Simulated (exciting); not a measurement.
TiO2 (Rutile), space group P4_2/mnm, O K edge of atom 3, with nearest neighbours 2 Ti at 1.95 Å and 1 Ti at 1.98 Å (site symmetry m2m); the tensor is averaged over the atoms equivalent by symmetry. Method: exciting, all-electron LAPW+lo, PBE, exchange and screened direct term (singlet BSE), 3×3×5 shifted k points, 33 conduction bands, |G+q| up to 3 bohr⁻¹, full RPA screening with nempty = 58, Lorentzian half width 0.45 eV.

```xyz
6
Lattice="4.5922 0.0000 0.0000 0.0000 4.5922 0.0000 0.0000 0.0000 2.9574" Properties=species:S:1:pos:R:3 pbc="T T T"
Ti    2.2961    2.2961    1.4787
Ti    0.0000    0.0000    0.0000
O     3.6965    0.8957    1.4787
O     3.1918    3.1918    0.0000
O     0.8957    3.6965    1.4787
O     1.4004    1.4004    0.0000
```

Energy from the Kohn–Sham onset, core level to the lowest empty state found on the meshes used; scaled to the maximum of the polarisation mean:

```csv
E (eV),curve 1,curve 2
-4.5,0.02,0.02
-4.0,0.02,0.03
-3.5,0.03,0.04
-3.0,0.03,0.05
-2.5,0.05,0.07
-2.0,0.07,0.11
-1.5,0.11,0.19
-1.0,0.23,0.45
-0.5,0.59,1.01
0.0,0.66,0.98
0.5,0.47,0.60
1.0,0.34,0.40
1.5,0.38,0.30
2.0,0.75,0.38
2.5,1.07,0.71
3.0,0.75,0.59
3.5,0.51,0.40
4.0,0.29,0.28
4.5,0.17,0.19
5.0,0.11,0.12
5.5,0.09,0.08
6.0,0.09,0.08
6.5,0.10,0.10
7.0,0.13,0.15
7.5,0.20,0.23
8.0,0.32,0.26
8.5,0.38,0.40
9.0,0.40,0.39
9.5,0.47,0.33
10.0,0.51,0.32
10.5,0.40,0.34
11.0,0.42,0.34
11.5,0.59,0.45
12.0,0.65,0.53
12.5,0.53,0.49
13.0,0.42,0.46
13.5,0.31,0.43
14.0,0.25,0.41
14.5,0.28,0.40
15.0,0.33,0.47
15.5,0.25,0.37
16.0,0.19,0.25
16.5,0.15,0.21
17.0,0.12,0.17
17.5,0.11,0.14
18.0,0.10,0.12
18.5,0.09,0.10
19.0,0.10,0.11
19.5,0.13,0.12
20.0,0.19,0.13
20.5,0.26,0.15
21.0,0.20,0.15
21.5,0.13,0.16
22.0,0.11,0.18
22.5,0.12,0.23
23.0,0.13,0.28
23.5,0.13,0.27
24.0,0.15,0.24
24.5,0.14,0.18
```

Question: The curves are the diagonal elements of Im ε for ε ∥ c and ⊥ c. Which is which?

Curve 1: ε ∥ c, maxima -0.3 eV (0.74), 2.3 eV (1.11) and 11.8 eV (0.67); 3 lower ones aren't listed. Curve 2: ε ⊥ c, maxima -0.3 eV (1.13), 2.6 eV (0.74) and 12.1 eV (0.53); 3 lower ones aren't listed. A K edge probes the empty p states along ε, which follow the bonds' lengths and directions.

[Banner, clock and machine lines of the logs are left out without a mark of their own.]

[Logs are printed without paths, hosts, clocks, repeated set-up lines and the standing remarks that a program may print on its own settings, such as how far it seeks lower states.]

[Hosts, paths, dates, database ids (printed as entryN), source tags and the programs' standing remarks are cut or masked in the printed files.]
